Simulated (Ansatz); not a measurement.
Planning a GW calculation on BN (Qingsongite).

```
B N
1.0
     0.00000    1.80750    1.80750
     1.80750    0.00000    1.80750
     1.80750    1.80750    0.00000
B N
1 1
Cartesian
  0.0000 0.0000 0.0000
  0.9038 0.9038 0.9038
```

The cell and positions come from the Crystallography Open Database and are kept as given unless a step says otherwise.

Runs so far (Ansatz 0.2.0, start PBE, PAW set soft_1 files, 8×8×8 mesh). Times are wall times on 1 × NVIDIA H100 80GB HBM3 (shared by 6 runs) with 3 threads of AMD EPYC 7R13 (Zen 3), shared host, good to a factor of about two.

```
bands summed  cutoff (eV)  gap on the mesh (eV)  time
          16           60                 5.620  23 s
          39          120                 5.895  16 s
```

What should the next rung give, with 79 bands and screening to 200 eV, and where is the limit?

The error falls about as one over the bands when the cutoff rises with them. A line through the two highest rungs given predicts 5.992 eV; the run gave 6.097 eV, a miss of 0.105 eV, so the law fails here: the steps don't follow it yet. The two highest rungs put the limit near 6.294 eV, the pair below near 6.086 eV; neither can be trusted until a further rung is run.

Gaps are over the mesh's points; an edge off the mesh would be missed. Limits: not at the basis limit.

[Paths, hosts, dates, memory and timing lines, banners, echoed tables and standing remarks are left out of the program output.]

[Logs are printed without paths, hosts, clocks, repeated set-up lines and the standing remarks that a program may print on its own settings, such as how far it seeks lower states.]

[Runs of the session that timed out or met a known fault of the program may be left out.]

[Cells called generated may have been cut or substituted from an entry of the Crystallography Open Database or the Materials Project.]

[Hosts, paths, dates, database ids (printed as entryN), source tags and the programs' standing remarks are cut or masked in the printed files.]
